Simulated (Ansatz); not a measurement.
## AlN (F-43m):Lu_Al, thermodynamic levels from a 54-atom cell

Aim: at which Fermi levels does Lu_Al in AlN (F-43m) change its charge? The model is a cell of 54 host atoms with 1 Al taken out and 1 Lu put in.

Program: Ansatz 0.2.0. Level of theory: place-levels on r2SCAN runs: charge-transition levels and formation energies with image-charge correction and potential alignment at the atomic sites; PAW set soft_1. Results are calculated unless marked as measured.

## Step 1: Set-up

The cell holds 54 atoms: 26 Al, 27 N and 1 Lu. Cell: a = 9.269 Å, b = 9.269 Å, c = 9.269 Å, α = 60.0°, β = 60.0°, γ = 60.0°. It derives from AlN (space group F-43m). Nearest the centre at fractional (0.333, 0.667, 0.667): Lu35 at 0.00 Å, N34 at 1.89 Å, N30 at 1.89 Å, N18 at 1.89 Å, N36 at 1.89 Å, Al23 at 3.09 Å, Al31 at 3.09 Å, Al5 at 3.09 Å.

Coordinates:

```xyz
54
Lattice="0.0000 6.5542 6.5542 6.5542 0.0000 6.5542 6.5542 6.5542 0.0000" Properties=species:S:1:pos:R:3 pbc="T T T"
Al    0.0000    0.0000    0.0000
N     1.0924    1.0924    1.0924
Al    2.1847    2.1847    0.0000
N     3.2771    3.2771    1.0924
Al    4.3695    4.3695    0.0000
N     5.4618    5.4618    1.0924
Al    2.1847    0.0000    2.1847
N     3.2771    1.0924    3.2771
Al    4.3695    2.1847    2.1847
N     5.4618    3.2771    3.2771
Al    6.5542    4.3695    2.1847
N     7.6466    5.4618    3.2771
Al    4.3695    0.0000    4.3695
N     5.4618    1.0924    5.4618
Al    6.5542    2.1847    4.3695
N     7.6466    3.2771    5.4618
Al    8.7389    4.3695    4.3695
N     9.8313    5.4618    5.4618
Al    0.0000    2.1847    2.1847
N     1.0924    3.2771    3.2771
Al    2.1847    4.3695    2.1847
N     3.2771    5.4618    3.2771
Al    4.3695    6.5542    2.1847
N     5.4618    7.6466    3.2771
Al    2.1847    2.1847    4.3695
N     3.2771    3.2771    5.4618
Al    4.3695    4.3695    4.3695
N     5.4618    5.4618    5.4618
Al    6.5542    6.5542    4.3695
N     7.6466    7.6466    5.4618
Al    4.3695    2.1847    6.5542
N     5.4618    3.2771    7.6466
Al    6.5542    4.3695    6.5542
N     7.6466    5.4618    7.6466
Lu    8.7389    6.5542    6.5542
N     9.8313    7.6466    7.6466
Al    0.0000    4.3695    4.3695
N     1.0924    5.4618    5.4618
Al    2.1847    6.5542    4.3695
N     3.2771    7.6466    5.4618
Al    4.3695    8.7389    4.3695
N     5.4618    9.8313    5.4618
Al    2.1847    4.3695    6.5542
N     3.2771    5.4618    7.6466
Al    4.3695    6.5542    6.5542
N     5.4618    7.6466    7.6466
Al    6.5542    8.7389    6.5542
N     7.6466    9.8313    7.6466
Al    4.3695    4.3695    8.7389
N     5.4618    5.4618    9.8313
Al    6.5542    6.5542    8.7389
N     7.6466    7.6466    9.8313
Al    8.7389    8.7389    8.7389
N     9.8313    9.8313    9.8313
```

The host's dielectric constants go in as inputs: 4.64 for the electrons alone, 8.51 with the ions, computed on the host (DFPT, PBEsol, on the r2SCAN cell), and a cell off the functional's own equilibrium shifts the ionic part.

The cell's shortest repeat is 9.3 Å.

## Step 2: Charge states

Levels follow from differences of total energies between charge states, each relaxed by itself.

Each atom starts 0.05 Å or so off its site in a random direction: a symmetric start keeps its symmetry, and would miss off-centre moves and Jahn–Teller distortions. Forces are taken at one point at (¼, ¼, ¼). The cell holds 1 electron more than the neutral one, with a uniform background that keeps it neutral on the whole. The electron count is odd, so at least one spin is unpaired; this run locks the moment at 1 μB.

The sampling was tested on the host first: at the k-points planned (1x1x1 shifted 0.25 0.25 0.25) its energy lies 0.045 eV an atom from the dense-mesh value, so the final energies take a denser sampling.

One of the inputs; charge, spin and start change from state to state.

Input file qm1_M1.relax/input.yaml:

```yaml
crystal:
  lattice:
    - [0.0, 2.18472995, 2.18472995]
    - [2.18472995, 0.0, 2.18472995]
    - [2.18472995, 2.18472995, 0.0]
  atoms:
    - { symbol: Al, position: [0.0, 0.0, 0.0] }
    - { symbol: "N", position: [0.25, 0.25, 0.25] }
  supercell: [3, 3, 3]
  defects: [{ substitution: { at: 34, symbol: Lu } }]
total_charge: -1
basis:
  ecutwfc: 500
  xc_grid: 2
hamiltonian:
  xc: r2scan
  pseudopotentials: { kind: paw, azcp: { folder: soft_1 } }
kpoints:
  mp_grid: { grid: [1, 1, 1], shift: [0.25, 0.25, 0.25] }
magnetization:
  spin_polarized: true
  initial_magnetization: 1
  spin_locking: { lock_magnetization: hard }
scf:
  occupations: { method: fixed }
  max_iter: 100
output:
  forces: true
  charged_corrections: { epsilon: 4.64, static_epsilon: 8.51 }
relax:
  f_tol: 0.02
  max_steps: 80
  random_displacement: { amplitude: 0.05, seed: 2319 }
checkpoint:
  write: "../qm1_M1.relax.run"
  compress: false
  write_wavefunctions: true
  write_every: 100000
```

Launch:

```sh
$ ansatz run input.yaml --threads 4 --pin off --max-ram 7536MiB --backend cpu --events-out ev --progress --plain --runs-dir out
```

Defect states can disperse in a cell of this size, so the energy is taken again at a 2×2×2 shifted mesh, on the relaxed structure.

The run of this state that the levels use, under r2SCAN:

Input file qm1_M1.point/input.yaml:

```yaml
crystal:
  checkpoint: "../qm1_M1.relax.run"
  host: checkpoint
total_charge: -1
basis:
  ecutwfc: 500
  xc_grid: 2
hamiltonian:
  xc: r2scan
  pseudopotentials: { kind: paw, azcp: { folder: soft_1 } }
kpoints:
  mp_grid: { grid: [2, 2, 2], shift: [0.5, 0.5, 0.5] }
magnetization:
  spin_polarized: true
  initial_magnetization: 1
  spin_locking: { lock_magnetization: hard }
scf:
  occupations: { method: fermi_dirac, width: 0.01 }
  max_iter: 100
output:
  forces: true
  eigenvalues: true
  charged_corrections:
    epsilon: 4.64
    static_epsilon: 8.51
    defect_position: [0.333333, 0.666667, 0.666667]
  eigenstates: { localisation: true }
  populations: true
  efg: {}
  band_densities: [{ bands: [v1, v1] }, { bands: [c1, c1] }]
  write_density: true
  write_potential: true
  volumetric_format: npy
  elf: true
checkpoint:
  read: "../qm1_M1.relax.run"
  write: "../qm1_M1.point.run"
  compress: false
  write_wavefunctions: false
  write_every: 100000
```

Relaxations under r2SCAN at one point at (¼, ¼, ¼); times on 4 threads of Intel Xeon Platinum 8488C (Sapphire Rapids), shared host:

```
charge  moment (μB)  occupations    outcome  steps  largest displacement against the far atoms (Å)     time
    −1            1        fixed  converged     10                                            0.23  1.9 min
     0            0        fixed  converged      6                                            0.20     38 s
    +1            1        fixed  converged      8                                            0.39    2 min
```

Single points under r2SCAN at a 2×2×2 shifted mesh; times on 4 threads of Intel Xeon Platinum 8488C (Sapphire Rapids), shared host:

```
charge  moment (μB)  occupations    outcome  time
    −1            1  fermi-dirac  converged  81 s
     0            0  fermi-dirac  converged  27 s
    +1            1  fermi-dirac  converged  64 s
```

Distances (Å) from Lu35 to the nearest atoms after relaxation with r2SCAN:

```
charge  moment (μB)      1.      2.      3.      4.       5.       6.
    −1            1  N 2.10  N 2.10  N 2.10  N 2.15  Al 3.01  Al 3.01
     0            0  N 2.09  N 2.09  N 2.09  N 2.10  Al 3.12  Al 3.12
    +1            1  N 2.09  N 2.09  N 2.10  N 2.14  Al 3.07  Al 3.08
```

## Step 3: place-levels, r2SCAN

A charged cell interacts with its images and the background, and its potential has another zero than the host's. place-levels removes the first by a point-charge model, screened by the static dielectric constant since the ions have relaxed around the charge, and the second by comparing potentials at atoms far from the defect.

The host is a run of the defect-free crystal in the same cutoffs, grids and k-points, so that basis and sampling errors cancel in part in the differences. The host is run in a cell of 2 atoms on a matching mesh. Its band edges are searched through the zone by a band path, so the gap is smaller than, or equal to, that on the mesh. Chemical potentials are energies per atom of Al (fcc) and Lu (hcp), run with the same functional and cutoff.

Input file levels.point.yaml:

```yaml
host:
  run: host.point.run
states: [qm1_M1.point.run, q0.point.run, qp1_M1.point.run]
geometry_from:
  qm1_M1.point.run: qm1_M1.relax.run
  q0.point.run: q0.relax.run
  qp1_M1.point.run: qp1_M1.relax.run
  host.point.run: host.relax.run
chemical_potentials:
  Al:
    energy: -540.418346
    dataset: <sha256 of the dataset>
  Lu:
    energy: -14744.268682
    dataset: "<sha256 of the dataset>"
epsilon: 4.64
static_epsilon: 8.51
vertical:
  - { from: qm1_M1.point.run, to: qm1_M1.point_neutral.run }
  - { from: qp1_M1.point.run, to: qp1_M1.point_neutral.run }
```

Launch:

```sh
$ ansatz place-levels levels.point.yaml -- --threads 4 --pin off --max-ram 7536MiB
```

Numbers of over 12 decimals in the logs are rounded to 6 here.

Log:

```text
[... repeated set-up lines and file paths are left out, and long positions are rounded to six places ...]
(+1/0) 0.052 eV beneath the valence edge, in the valence band
(0/-1) 4.575 eV above the valence edge (+4.630 eV without the band-filling correction), in the conduction band
formation energy of charge +1: +1.342 eV with the Fermi level at the valence edge
formation energy of charge 0: +1.290 eV with the Fermi level at the valence edge
formation energy of charge -1: +5.865 eV with the Fermi level at the valence edge
vertical -1 to 0: no energy, since no alignment is typed
  the change from vertical[0].from (qm1_M1.point.run) to vertical[0].to (qm1_M1.point_neutral.run): by its potential at epsilon 4.64 it stands at 0.607 0.598 0.597, with an rms radius of about 2.5 Å (1.6 1.3 1.3 Å across the planes of the cell's vectors); [...]
vertical +1 to 0: no energy, since no alignment is typed
  the change from vertical[1].from (qp1_M1.point.run) to vertical[1].to (qp1_M1.point_neutral.run): by its potential at epsilon 4.64 it stands at 0.426 0.761 0.382, with an rms radius of about 2.3 Å (0.6 0.9 2.1 Å across the planes of the cell's vectors); [...]
  edges by r2scan, gap 3.918 eV; the host is sampled to repeats of 18.54 Å
  the defect's cells are sampled to repeats of 18.54 Å, like sampling
  charge +1: -39277.0433 eV with its correction of +0.767 eV, at epsilon 8.51, aligned at sites: +0.4709 eV, mean over 19 atomic sites at or beyond 4.63 Å from the host's site at [0.3332, 0.6666, 0.6666] by the defect at [0.3333, 0.6667, 0.6667], with [...]
  charge 0: +0.000 eV for its dipole among its images, +0.000 omitted
  charge -1: -39259.0640 eV with its correction of -0.312 eV, at epsilon 8.51, aligned at sites: +0.6079 eV, mean over 19 atomic sites at or beyond 4.63 Å from the host's site at [0.3332, 0.6666, 0.6666] by the defect at [0.3333, 0.6667, 0.6667], with [...]
  of states[2] (qp1_M1.point.run): it parts from the run at its places by a charge that spreads by about 2.1 Å along one vector (1.3 Å or more is wide), by its potential at epsilon 4.64, taken for that of held ions (one typed too small widens it), where the [...]
  of states[1] (q0.point.run): its alignment with the host at atomic sites is doubtful: the mean over the far sites moves by +0.1761 eV from their farther parts to their nearer, more than 0.05 eV. [...]
  of states[0] (qm1_M1.point.run): it parts from the run at its places by a charge that spreads by about 1.6 Å along one vector (1.3 Å or more is wide), by its potential at epsilon 4.64, taken for that of held ions (one typed too small widens it), where the [...]
  of vertical[0].from (qm1_M1.point.run): stability_check_not_made; [...]
  of vertical[1].from (qp1_M1.point.run): stability_check_not_made; [...]
```

It took 0.37 s on 4 threads of Intel Xeon Platinum 8488C (Sapphire Rapids), shared host.

Levels between the charges placed, in eV above the valence top:

```
        gap (eV)  (+1/0)  (0/−1)
r2SCAN      3.92   -0.05    4.57
```

Corrections by state:

```
charge  moment (μB)  image terms and alignment (eV)  band filling (eV)  ε used  over the lowest of its charge, as the program ranks them, band filling apart (eV)
    +1          1.0                           0.767                  -    8.51                                                                              0.000
     0          0.0                           0.000                  -       -                                                                              0.000
    −1          1.0                          -0.312             -0.055    8.51                                                                              0.000
```

The charged structures listed were also run neutral, and place-levels reads from each pair, by the potential or the spins, how wide the charge is by which they differ; that can be the carrier of either run.

```
charge  rms radius (Å)  spread where it is widest against the cell (Å)  wide from (Å)  reading
    +1             2.3                                            2.06           1.31     wide
    −1             2.5                                            1.57           1.31     wide
```

The neutral runs of these pairs need not share the spin of the lowest neutral state, and very wide values only mean spread over the cell.

From the program's caveats on the states, each cut to its opening words:

- charge +1 (1 μB): it parts from the run at its places by a charge that spreads by about 2.1 Å along one vector (1.3 Å or more is wide), by its potential at epsilon 4.64, taken [...]
- charge +1 (1 μB), −1 (1 μB): flagged: stability check not made
- charge 0: its alignment with the host at atomic sites is doubtful: the mean over the far sites moves by +0.1761 eV from their farther parts to their nearer, more than [...]
- charge −1 (1 μB): it parts from the run at its places by a charge that spreads by about 1.6 Å along one vector (1.3 Å or more is wide), by its potential at epsilon 4.64, taken [...]
- charge −1 (1 μB): a band-filling correction moves a carrier to the host's band edge, which changes its energy by -0.055 eV
- charge −1 (1 μB): its alignment with the host at atomic sites is doubtful: the mean over the far sites moves by +0.2127 eV from their farther parts to their nearer, more than [...]
- charge −1 (1 μB): the host's ions (past the first shell or, of a walk that freed a part, those that it held) aren't shown at rest: they stand up to 0.071 Å off their sites, 0.89 [...]

The host's formation energy from the elements is -1.603 eV per atom; it sets how far the chemical potentials can move.

Formation energies (eV), Al-rich (Δμ(Al) = 0.00 eV, Δμ(N) = -3.21 eV, Δμ(Lu) = 0.00 eV):

```
charge  Fermi level at the valence top  at the conduction bottom
    +1                            1.34                      5.26
     0                            1.29                      1.29
    −1                            5.86                      1.95
```

Formation energies (eV), N-rich (Δμ(N) = 0.00 eV, Δμ(Al) = -3.21 eV, Δμ(Lu) = 0.00 eV):

```
charge  Fermi level at the valence top  at the conduction bottom
    +1                           -1.86                      2.05
     0                           -1.92                     -1.92
    −1                            2.66                     -1.26
```

## Step 4: Effect of the sampling

The relaxations' own energies give the levels at their sampling, for comparison.

Input file levels.relax_mesh.yaml:

```yaml
host:
  run: host.relax.run
states: [qm1_M1.relax.run, q0.relax.run, qp1_M1.relax.run]
chemical_potentials:
  Al:
    energy: -540.418346
    dataset: <sha256 of the dataset>
  Lu:
    energy: -14744.268682
    dataset: "<sha256 of the dataset>"
```

Launch:

```sh
$ ansatz place-levels levels.relax_mesh.yaml -- --threads 4 --pin off --max-ram 7536MiB
```

Log:

```text
(+1/0) 0.036 eV beneath the valence edge, in the valence band
[...]
formation energy of charge +1: +1.032 eV with the Fermi level at the valence edge
formation energy of charge 0: +0.996 eV with the Fermi level at the valence edge
formation energy of charge -1: +5.444 eV with the Fermi level at the valence edge
  edges by r2scan, gap 3.870 eV; the host is sampled to repeats of 9.27 Å
[... the lines on each state left out ...]
```

Elapsed: 0.12 s, on 4 threads.

Levels between neighbouring charges, in eV above the valence top:

```
                        gap (eV)  (+1/0)  (0/−1)
one point at (¼, ¼, ¼)      3.87   -0.04    4.45
  a 2×2×2 shifted mesh      3.92   -0.05    4.57
```

Going from one point at (¼, ¼, ¼) to a 2×2×2 shifted mesh moves the levels that carry no band-filling term by up to 0.02 eV and formation energies against the elements by up to 0.42 eV; band-filling terms, which differ between samplings, are in these energies.

## Step 5: Outcome

```json
{
 "gap of the host": "3.92 eV (r2SCAN)",
 "level (plus 1/0)": "0.05 eV below the valence top",
 "level (0/minus 1)": "4.57 eV above the valence top, past the conduction bottom (4.63 eV above the valence top without the band-filling term)",
 "lowest of the charges placed, just above the valence top (0.02 eV)": "0",
 "lowest of the charges placed, just below the conduction bottom (0.02 eV)": "0",
 "lowest formation energy at mid-gap of the charges run, Al-rich": "1.29 eV",
 "lowest formation energy at mid-gap of the charges run, N-rich": "-1.92 eV"
}
```

Of the charges placed (−1, 0 and +1), 0 is the lowest from 0.02 eV above the valence top to 0.02 eV below the conduction bottom, a gap of 3.92 eV. (+1/0) lies 0.05 eV from a band edge, less than the doubt on such levels. States placed: +1 at 1 μB; 0 at 0 μB; −1 at 1 μB. Other spin states or structures, where not listed, weren't placed. The program finds carriers beyond a band edge of the host and adds a band-filling term at charge −1 (-0.06 eV); steps to such a charge show no bound level, and a defect level inside a band would be read the same way. Lu is taken at its element; compounds, which aren't counted here, bound the chemical potentials and would shift these formation energies. The lowest formation energy (N-rich) is negative across the gap, so the defect would form by itself: these chemical potentials lie beyond what competing compounds allow, or the host is unstable against it. Going from one point at (¼, ¼, ¼) to a 2×2×2 shifted mesh moves the levels that carry no band-filling term by up to 0.02 eV and formation energies against the elements by up to 0.42 eV; band-filling terms, which differ between samplings, are in these energies. The program doubts the alignment of potentials for at least one state, a sign that the cell is small. What this leaves open: r2SCAN makes the gap too small and tends to spread out bound carriers; where a gas molecule sets a chemical potential or the host's formation energy, its binding is uncorrected; spin–orbit coupling, which can matter with heavy atoms, is left out; force components of up to 0.37 eV/Å remain in a run at the final settings.

[Logs are printed without paths, hosts, clocks, repeated set-up lines and the standing remarks that a program may print on its own settings, such as how far it seeks lower states.]

[Hosts, paths, dates, database ids (printed as entryN), source tags and the programs' standing remarks are cut or masked in the printed files.]

[Where a table of states has a column of steps, it counts the stored structures, which are thinned; the runs took as many ionic steps or more.]

[A defect's name tells the site on which it was built; relaxed atoms can leave that site.]

[For some hosts the program warned that the k-mesh of the response run may be too coarse for force constants and the static dielectric constant; such warnings are not shown here.]
